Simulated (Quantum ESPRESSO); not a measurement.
# B K-edge XANES of BN (P6_3/mmc), part 4 of 4

What does one-electron theory with a core hole give for the B K edge of BN (P6_3/mmc)?

Quantum ESPRESSO 7.5; X-ray absorption near-edge structure, plane-wave PAW LDA, one-electron final states by a Lanczos continued fraction.

So far. Step 8 (Spectrum with FCH, B atom 3): Main maxima below 24 eV (height): 0.9 eV (2.52), 7.0 eV (2.21), 8.9 eV (2.13), 10.9 eV (1.11), 16.0 eV (1.20) and 22.9 eV (1.38). A K edge sees empty p states; at this planar three-fold site the curve for the electric vector normal to the plane peaks at 0.9 eV, where it is mainly π* that absorbs: that direction carries over 70 % of the weight there.

The database entry behind the starting cell differs from later determinations by our own check (about 0.3 % short, minor phase), so it need not match the best structure at ambient conditions.

## 11. Supercell with XCH, B atom 3

Level of this step: plane-wave PAW DFT, LDA, scalar-relativistic, self-consistent field (Quantum ESPRESSO).

The holes are 5.0 Å apart. The excited electron is kept in the cell, where it fills the lowest empty states and screens the hole.

Changed against the first core-hole run: core hole to XCH.

The input, scf.in:

```
&control
   calculation='scf', prefix='x', pseudo_dir='../pp', outdir='tmp', tprnfor=.true.
/
&system
   ibrav=0, nat=16, ntyp=3, nbnd=40
   ecutwfc=57, ecutrho=370
   occupations='smearing', smearing='gaussian', degauss=0.003
/
&electrons
   conv_thr=1.6e-07, electron_maxstep=120
   mixing_beta=0.5
/
ATOMIC_SPECIES
N 1.0 N.lda-n-kjpaw.UPF
B0 1.0 B.lda-n-kjpaw-1sch.UPF
B 1.0 B.lda-n-kjpaw.UPF
CELL_PARAMETERS angstrom
  4.99648000 0.00000000 0.00000000
  -2.49824000 4.32707861 0.00000000
  0.00000000 0.00000000 6.63570000
ATOMIC_POSITIONS crystal
N    0.33333333 0.16666667 0.25000000
N    0.33333333 0.66666667 0.25000000
N    0.83333333 0.16666667 0.25000000
N    0.83333333 0.66666667 0.25000000
N    0.16666667 0.33333333 0.75000000
N    0.16666667 0.83333333 0.75000000
N    0.66666667 0.33333333 0.75000000
N    0.66666667 0.83333333 0.75000000
B0   0.33333333 0.16666667 0.75000000
B    0.33333333 0.66666667 0.75000000
B    0.83333333 0.16666667 0.75000000
B    0.83333333 0.66666667 0.75000000
B    0.16666667 0.33333333 0.25000000
B    0.16666667 0.83333333 0.25000000
B    0.66666667 0.33333333 0.25000000
B    0.66666667 0.83333333 0.25000000
K_POINTS automatic
4 4 3 0 0 0
```

The run is started by

```sh
$ OMP_NUM_THREADS=1 mpirun --oversubscribe --bind-to none -np 8 pw.x -nk 8 -in scf.in > scf.out
```

Output:

```text
     [... banner and references ...]
[banner, memory and clock lines left out]
using ibrav=0 with symmetry is DISCOURAGED, use correct ibrav instead

     G-vector sticks info

     bravais-lattice index     =            0
     lattice parameter (alat)  =       9.4420  a.u.
     unit-cell volume          =     968.1492 (a.u.)^3
     number of atoms/cell      =           16
     number of atomic types    =            3
     number of electrons       =        65.00
     number of Kohn-Sham states=           40
     kinetic-energy cutoff     =      57.0000  Ry
     charge density cutoff     =     370.0000  Ry
     scf convergence threshold =      1.6E-07
     mixing beta               =       0.5000
     number of iterations used =            8  plain     mixing
     Exchange-correlation= SLA  PZ   NOGX NOGC
                           (   1   1   0   0   0   0   0)

     celldm(1)=   9.441979  celldm(2)=   0.000000  celldm(3)=   0.000000
     celldm(4)=   0.000000  celldm(5)=   0.000000  celldm(6)=   0.000000

     crystal axes: (cart. coord. in units of alat)
               a(1) = (   1.000000   0.000000   0.000000 )
               a(2) = (  -0.500000   0.866025   0.000000 )
               a(3) = (   0.000000   0.000000   1.328075 )

     reciprocal axes: (cart. coord. in units 2 pi/alat)
               b(1) = (  1.000000  0.577350 -0.000000 )
               b(2) = (  0.000000  1.154701  0.000000 )
               b(3) = (  0.000000 -0.000000  0.752970 )

     ../pp/N.lda-n-kjpaw.UPF
     Pseudo is Projector augmented-wave + core cor, Zval =  5.0
     Shape of augmentation charge: PSQ
     Using radial grid of 1085 points,  4 beta functions with:
[...]
Davidson diagonalization with overlap
     ethr =  2.79E-09,  avg # of iterations =  2.0

     negative rho (up, down):  5.412E-03 0.000E+00

     End of self-consistent calculation

          k = 0.0000 0.0000 0.0000 (  7015 PWs)   bands (ev):

   -13.8571 -12.7506 -10.7816 -10.7816 -10.1926  -9.6395  -9.6395  -9.6234
    -6.1331  -4.8510  -4.8510  -4.1487  -4.1487  -4.1475  -2.0699  -0.8860
    -0.8860  -0.1770   0.1668   0.5726   0.5814   0.5814   2.4397   2.4397
     2.7097   2.8259   2.8259   3.4171   3.4171   4.0096   4.0096   4.0760
     7.1151   8.6332   8.6332   9.5149   9.7177  10.0611  10.0611  12.7166

     [... bands of 7 further k-points ...]

     the Fermi energy is     7.8777 ev

!    total energy              =    -310.92900191 Ry
     total all-electron energy =     -1251.559635 Ry
     estimated scf accuracy    <       0.00000013 Ry
     smearing contrib. (-TS)   =      -0.00057025 Ry
     internal energy E=F+TS    =    -310.92843166 Ry

     The total energy is F=E-TS. E is the sum of the following terms:
     one-electron contribution =     -63.20077761 Ry
     hartree contribution      =      66.73825540 Ry
     xc contribution           =     -70.75748590 Ry
     ewald contribution        =    -150.43101806 Ry
     one-center paw contrib.   =     -93.27740549 Ry

     convergence has been achieved in   9 iterations

     negative rho (up, down):  5.412E-03 0.000E+00

     Forces acting on atoms (cartesian axes, Ry/au):

     atom    1 type  1   force =    -0.00000000   -0.00000000    0.00000000
     atom    2 type  1   force =     0.00064040    0.00036974    0.00000000
     atom    3 type  1   force =     0.00000000   -0.00073947    0.00000000
[...]
atom   15 type  3   force =    -0.00024718   -0.00014271    0.00000000
     atom   16 type  3   force =     0.00000000    0.00000000    0.00000000

     Total force =     0.090384     Total SCF correction =     0.000641

     XML data file, charge density, pseudopotentials, collected wavefunctions
```

Elapsed: 6.4 s, on 8 MPI ranks of Arm Neoverse V2, shared host; peak memory 0.14 GiB; 50 s of CPU time.

Energy with the hole: -17028.336 eV, cores included.

## 12. Spectrum with XCH, B atom 3

Changed against the first core-hole run: core hole to XCH.

The input, xspectra.in:

```
&input_xspectra
   calculation='xanes_dipole', edge='K'
   prefix='x', outdir='tmp', xiabs=2, xe0=5.8287
   xonly_plot=.false., x_save_file='xanes.sav'
   xniter=3000, xcheck_conv=20, xerror=0.005
   xcoordcrys=.false., xepsilon(1)=1, xepsilon(2)=0, xepsilon(3)=0
/
&plot
   xnepoint=413, xemin=-10, xemax=45, terminator=.true., cut_occ_states=.true.
   xgamma=0.4
/
&pseudos
   filecore='../B.wfc'
/
&cut_occ
   cut_desmooth=0.1, cut_stepl=0.05, cut_stepu=0.05, cut_ierror=1e-5
/
5 5 4 0 0 0
```

The run is started by

```sh
$ OMP_NUM_THREADS=1 mpirun --oversubscribe --bind-to none -np 8 xspectra.x -nk 8 -in xspectra.in > xspectra.out
```

Output:

```text
     [... banner and references ...]
Reading input_file

     calculation: xanes_dipole

     xepsilon  [cartesian coordinates]:   1.000000   0.000000   0.000000

     xonly_plot: FALSE
        => complete calculation: Lanczos + spectrum plot

     filecore (core-wavefunction file): ../B.wfc

     main plot parameters:
        cut_occ_states: TRUE
        gamma_mode:  constant
        -> using xgamma [eV]:  0.40
        xemin [eV]: -10.00
        xemax [eV]:  45.00
        xnepoint:  413
        xe0 [eV]:   5.828700 (energy zero read in input file)

[...]
Results of STEP 1 successfully written in x_save_file
     x_save_file name:
     ->  xanes.sav
     x_save_file version:  2

     ... End STEP 1 ...

     ... Begin STEP 2 ...

     The spectrum is calculated using the following parameters:
        xe0 [eV]:    5.8287
        the occupied states are elimintate from the spectrum
        xemin [eV]: -10.00
        xemax [eV]:  45.00
        xnepoint:  413
        constant broadening parameter [eV]:    0.400
        Core level energy [eV]:  -188.0
         (from electron binding energy of neutral atoms in X-ray data booklet)

     Cross-section successfully written in xanes.dat

     ... End STEP 2 ...

                                END JOB XSpectra
```

Run time: 71 s. Hardware: 8 MPI ranks; peak memory 0.12 GiB; 9.4 min of CPU time.

```
E (eV)  first run  this run
  -2.0       0.09      0.08
  -1.0       0.20      0.17
   0.0       0.92      0.76
   1.0       2.33      2.11
   2.0       0.40      0.46
   3.0       0.26      0.41
   4.0       0.40      0.38
   5.0       0.53      0.45
   6.0       1.46      1.06
   7.0       2.19      2.13
   8.0       1.37      1.51
   9.0       2.11      1.83
  10.0       1.13      1.19
  11.0       1.11      1.20
  12.0       0.84      1.11
  13.0       0.97      0.90
  14.0       0.79      0.80
  15.0       0.81      0.89
  16.0       1.19      1.09
  17.0       0.84      1.02
  18.0       0.51      0.56
  19.0       0.36      0.39
  20.0       0.43      0.51
  21.0       0.77      0.64
  22.0       1.06      1.15
  23.0       1.37      1.44
  24.0       0.90      0.97
  25.0       0.67      0.48
  26.0       0.37      0.52
  27.0       0.38      0.40
  28.0       0.31      0.31
  29.0       0.28      0.37
  30.0       0.34      0.39
  31.0       0.33      0.33
  32.0       0.35      0.47
```

Against the first run the r.m.s. difference is 13 %. The highest intensity below 16 eV goes from 0.9 eV (2.52) to 0.9 eV (2.25).

The photon energy of the zero moves by +1.18 eV.

## 13. Cell without a hole, the energy reference

The cell and mesh change for the next run, so it gets a reference energy of its own.

The input, scf.in:

```
&control
   calculation='scf', prefix='x', pseudo_dir='../pp', outdir='tmp', tprnfor=.true.
/
&system
   ibrav=0, nat=4, ntyp=2, nbnd=12
   ecutwfc=57, ecutrho=370
   occupations='fixed'
/
&electrons
   conv_thr=4.0e-08, electron_maxstep=120
   mixing_beta=0.5
/
ATOMIC_SPECIES
N 1.0 N.lda-n-kjpaw.UPF
B 1.0 B.lda-n-kjpaw.UPF
CELL_PARAMETERS angstrom
  2.49824000 0.00000000 0.00000000
  -1.24912000 2.16353930 0.00000000
  0.00000000 0.00000000 6.63570000
ATOMIC_POSITIONS crystal
N    0.66666667 0.33333333 0.25000000
N    0.33333333 0.66666667 0.75000000
B    0.66666667 0.33333333 0.75000000
B    0.33333333 0.66666667 0.25000000
K_POINTS automatic
8 8 3 0 0 0
```

The run is started by

```sh
$ OMP_NUM_THREADS=1 mpirun --oversubscribe --bind-to none -np 8 pw.x -nk 8 -in scf.in > scf.out
```

Output:

```text
     [... banner and references ...]
[banner, memory and clock lines left out]
using ibrav=0 with symmetry is DISCOURAGED, use correct ibrav instead

     G-vector sticks info

     bravais-lattice index     =            0
     lattice parameter (alat)  =       4.7210  a.u.
     unit-cell volume          =     242.0373 (a.u.)^3
     number of atoms/cell      =            4
     number of atomic types    =            2
     number of electrons       =        16.00
[...]
convergence has been achieved in   8 iterations

     negative rho (up, down):  2.174E-03 0.000E+00

     Forces acting on atoms (cartesian axes, Ry/au):

     atom    1 type  1   force =    -0.00000000   -0.00000000    0.00000000
     atom    2 type  1   force =     0.00000000    0.00000000   -0.00000000
     atom    3 type  2   force =     0.00000000    0.00000000   -0.00000000
     atom    4 type  2   force =    -0.00000000   -0.00000000    0.00000000

     Total force =     0.000000     Total SCF correction =     0.000000

     XML data file, charge density, pseudopotentials, collected wavefunctions
[key lines of the parts left out:]
!    total energy              =     -77.20659935 Ry
```

Elapsed: 1.8 s, on 8 MPI ranks; peak memory 0.06 GiB.

## 14. Cell with FCH, B atom 3

A smaller cell brings the holes closer; here they are 2.5 Å apart.

Changed against the first core-hole run: supercell atoms from 16 to 4.

Changes to scf.in since step 13:

```diff
@@ -4,5 +4,6 @@
 &system
-   ibrav=0, nat=4, ntyp=2, nbnd=12
+   ibrav=0, nat=4, ntyp=3, nbnd=12
    ecutwfc=57, ecutrho=370
    occupations='fixed'
+   tot_charge=1
 /
@@ -14,2 +15,3 @@
 N 1.0 N.lda-n-kjpaw.UPF
+B0 1.0 B.lda-n-kjpaw-1sch.UPF
 B 1.0 B.lda-n-kjpaw.UPF
@@ -22,3 +24,3 @@
 N    0.33333333 0.66666667 0.75000000
-B    0.66666667 0.33333333 0.75000000
+B0   0.66666667 0.33333333 0.75000000
 B    0.33333333 0.66666667 0.25000000
```

Output:

```text
     [... banner and references ...]
[banner, memory and clock lines left out]
using ibrav=0 with symmetry is DISCOURAGED, use correct ibrav instead

     G-vector sticks info

     bravais-lattice index     =            0
     lattice parameter (alat)  =       4.7210  a.u.
     unit-cell volume          =     242.0373 (a.u.)^3
     number of atoms/cell      =            4
     number of atomic types    =            3
     number of electrons       =        16.00
[...]
convergence has been achieved in  14 iterations

     negative rho (up, down):  2.305E-03 0.000E+00

     Forces acting on atoms (cartesian axes, Ry/au):

     atom    1 type  1   force =     0.00000000    0.00000000    0.00000000
     atom    2 type  1   force =    -0.00000000   -0.00000000    0.00000000
     atom    3 type  2   force =     0.00000000    0.00000000    0.00000000
     atom    4 type  3   force =     0.00000000    0.00000000    0.00000000

     Total force =     0.000000     Total SCF correction =     0.000000

     XML data file, charge density, pseudopotentials, collected wavefunctions
[key lines of the parts left out:]
!    total energy              =     -79.77046264 Ry
```

It took 2.5 s on 8 MPI ranks; peak memory 0.06 GiB.

## 15. Spectrum with FCH, B atom 3

Changed against the first core-hole run: supercell atoms from 16 to 4.

Changes to xspectra.in since step 12:

```diff
@@ -2,3 +2,3 @@
    calculation='xanes_dipole', edge='K'
-   prefix='x', outdir='tmp', xiabs=2, xe0=5.8287
+   prefix='x', outdir='tmp', xiabs=2, xe0=5.0256
    xonly_plot=.false., x_save_file='xanes.sav'
@@ -17,2 +17,2 @@
 /
-5 5 4 0 0 0
+10 10 4 0 0 0
```

The run is started by

```sh
$ OMP_NUM_THREADS=1 mpirun --oversubscribe --bind-to none -np 8 xspectra.x -nk 8 -in xspectra.in > xspectra.out
```

Output:

```text
     [... banner and references ...]
Reading input_file

     calculation: xanes_dipole

     xepsilon  [cartesian coordinates]:   1.000000   0.000000   0.000000

     xonly_plot: FALSE
        => complete calculation: Lanczos + spectrum plot

     filecore (core-wavefunction file): ../B.wfc

     main plot parameters:
        cut_occ_states: TRUE
        gamma_mode:  constant
        -> using xgamma [eV]:  0.40
        xemin [eV]: -10.00
        xemax [eV]:  45.00
        xnepoint:  413
        xe0 [eV]:   5.025600 (energy zero read in input file)

[...]
Results of STEP 1 successfully written in x_save_file
     x_save_file name:
     ->  xanes.sav
     x_save_file version:  2

     ... End STEP 1 ...

     ... Begin STEP 2 ...

     The spectrum is calculated using the following parameters:
        xe0 [eV]:    5.0256
        the occupied states are elimintate from the spectrum
        xemin [eV]: -10.00
        xemax [eV]:  45.00
        xnepoint:  413
        constant broadening parameter [eV]:    0.400
        Core level energy [eV]:  -188.0
         (from electron binding energy of neutral atoms in X-ray data booklet)

     Cross-section successfully written in xanes.dat

     ... End STEP 2 ...

                                END JOB XSpectra
```

The job ended after 19 s (8 MPI ranks; peak memory 0.07 GiB).

These settings depart from the first run's and aren't meant as converged.

Against the first run the r.m.s. difference is 53 %. Another feature, at 5.2 eV (2.11), becomes the highest below 16 eV; the one at 0.9 eV (2.52) is now at 0.3 eV (1.03).

```
E (eV)  first run  this run
  -2.0       0.09      0.07
  -0.5       0.45      0.34
   1.0       2.33      0.68
   2.5       0.26      0.54
   4.0       0.40      0.77
   5.5       0.90      1.76
   7.0       2.19      1.36
   8.5       1.75      0.74
  10.0       1.13      1.09
  11.5       0.92      0.91
  13.0       0.97      1.26
  14.5       0.81      1.05
  16.0       1.19      0.74
  17.5       0.74      0.80
  19.0       0.36      0.88
  20.5       0.58      0.92
  22.0       1.06      0.81
  23.5       1.12      0.41
  25.0       0.67      0.27
  26.5       0.37      0.32
  28.0       0.31      0.24
  29.5       0.31      0.25
  31.0       0.33      0.32
```

## 16. With and without the hole

Both curves are counted from their own zero, so only the shift of weight within the empty states shows.

```
E (eV)  no hole   FCH
  -2.0     0.06  0.09
  -1.0     0.11  0.20
   0.0     0.47  0.92
   1.0     1.09  2.33
   2.0     0.76  0.40
   3.0     0.61  0.26
   4.0     0.37  0.40
   5.0     0.48  0.53
   6.0     0.62  1.46
   7.0     1.30  2.19
   8.0     1.62  1.37
   9.0     1.14  2.11
  10.0     0.92  1.13
  11.0     1.48  1.11
  12.0     1.11  0.84
  13.0     1.12  0.97
  14.0     1.18  0.79
  15.0     1.00  0.81
  16.0     1.39  1.19
  17.0     1.40  0.84
  18.0     0.80  0.51
  19.0     0.65  0.36
  20.0     0.58  0.43
  21.0     0.88  0.77
  22.0     1.41  1.06
  23.0     2.32  1.37
  24.0     1.69  0.90
  25.0     1.57  0.67
  26.0     1.08  0.37
  27.0     0.62  0.38
  28.0     0.52  0.31
  29.0     0.63  0.28
  30.0     0.50  0.34
  31.0     0.72  0.33
  32.0     0.69  0.35
```

With each curve scaled to its own mean, the area from −2 to 6 eV with the hole is 5.6 against 4.2, and the centre of weight from −1 to 20 eV moves by -1.5 eV: the hole pulls the absorber's empty states down.

## 17. Against the measurement

Features are paired by their description (first, strongest, rising edge, steepest rise) or, failing that, by nearness after a common offset; their character isn't checked.

XSpectra LDA (Lorentzian half width 0.4 eV up to 4 eV, rising linearly to 1.75 eV at 25 eV (not a setting of the program: the run's 0.4 eV curve was folded afterwards with a further Lorentzian above 4 eV)):

| measured feature | measured (eV) | computed feature | computed (eV) | difference (eV) |
| --- | --- | --- | --- | --- |
| B K-edge, 1s to pi* resonance | 192 | first maximum | 187.5 | -4.5 |

## 18. Results

```yaml
absorber_and_edge: B K, atom 3 of the ground-state input (counted from 1)
surroundings: 3 N at 1.44 Å (trigonal planar, site symmetry -6m2)
highest_intensity_below_16_ev: 0.9 eV above the zero, height 2.52
photon_energy_of_the_zero_with_the_added_terms: 186.6 eV (raw 192.2 eV; LDA puts this hole about 2 eV below PBE, itself good to a few eV)
```

What this shows: XSpectra LDA lies 4.5 eV below the measured energy, of which about 2 eV is this functional's underpricing of the hole against PBE in the free atom. Energy scales of different experiments differ by up to about 1 eV. The B K edge of atom 3, with 3 N at 1.44 Å (trigonal planar, site symmetry -6m2), has its highest intensity of the first 16 eV at 0.9 eV above the zero, near 188 eV in photon energy (LDA puts this hole about 2 eV below PBE, itself good to a few eV), 2.5 times the mean level of the first 20 eV (Lorentzian half width 0.4 eV). With each curve scaled to its own mean, the area from −2 to 6 eV with the hole is 5.6 against 4.2, and the centre of weight from −1 to 20 eV moves by -1.5 eV: the hole pulls the absorber's empty states down. Changing the core hole to XCH alters the shape by 13 % r.m.s., a modest effect on the whole. A cell with holes 2.5 Å apart changes the curve by 53 % r.m.s. (48 % after the best shift). At the B K edge of atom 3 polarisation matters most near 0.9 eV, where the curves differ by 7.4 on this scale. The holes are only 5.0 Å apart, so the shape is probably not converged with cell size; no larger cell was run here. Lifetime broadening is put in by hand, and intensities beyond about 20 eV depend on it and on the partial waves. The structure is a published determination, not relaxed.

[Banner, clock and machine lines of the logs are left out without a mark of their own.]

[Logs are printed without paths, hosts, clocks, repeated set-up lines and the standing remarks that a program may print on its own settings, such as how far it seeks lower states.]

[Hosts, paths, dates, database ids (printed as entryN), source tags and the programs' standing remarks are cut or masked in the printed files.]

[Lists of maxima count a maximum above −3 eV only where it reaches 4 % of the highest in the window and stands out from its surroundings by 2 % of it (1.5 % where it reaches 55 %); shoulders and weaker maxima are passed over, and of the rest the first, up to two pre-edge ones and the few strongest are named.]
